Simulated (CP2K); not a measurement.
Consider 1,2-azaborine at its PBE geometry (Å).

```xyz
12

C     1.1648   -0.7868    0.0038
C    -0.1218   -1.3879    0.0757
C    -1.2496   -0.6032    0.0704
N    -1.1485    0.7604   -0.0033
B     0.1037    1.4704   -0.0788
C     1.3257    0.5854   -0.0724
H     2.0341   -1.4505    0.0103
H    -0.2295   -2.4694    0.1346
H    -2.2518   -1.0268    0.1230
H    -2.0323    1.2632   -0.0019
H     0.0629    2.6663   -0.1372
H     2.3423    0.9791   -0.1243
```

Method: CP2K XAS_TDP, all-electron GAPW, PBEh(45%), aug-cc-pVDZ, TDA, no relativity.

Question: Where do the N K-edge lines lie, and how strong are they?

Leading lines: N4 396.73 eV. The leading line of an atom is its first one with 35 % of the strongest within 2.5 eV of its lowest line over the strength cut. 

The first six lines of each atom with a strength over 0.0015:

| atom | energy (eV) | states | strength, one atom |
| --- | --- | --- | --- |
| N4 (bonded to B, C and H) | 396.73 | 1 | 0.0325 |
|  | 398.61 | 1 | 0.0149 |
|  | 400.36 | 1 | 0.0022 |
|  | 401.66 | 1 | 0.0039 |
|  | 402.20 | 1 | 0.0041 |
|  | 402.27 | 1 | 0.0044 |

Lines are vertical, at one geometry, with no vibrational structure. Without a correction of the core level, line positions, and the gaps between valence and Rydberg lines, follow the share of exact exchange. At this level such K lines come out 3 to 6 eV under measured ones. These values hold no scalar relativity, about 0.2 eV for N 1s. Rydberg lines, and the discretised continuum above threshold, depend on the basis and the box.

[Banner, clock and machine lines of the logs are left out without a mark of their own.]

[Logs are printed without paths, hosts, clocks, repeated set-up lines and the standing remarks that a program may print on its own settings, such as how far it seeks lower states.]

[Hosts, paths, dates, database ids (printed as entryN), source tags and the programs' standing remarks are cut or masked in the printed files.]
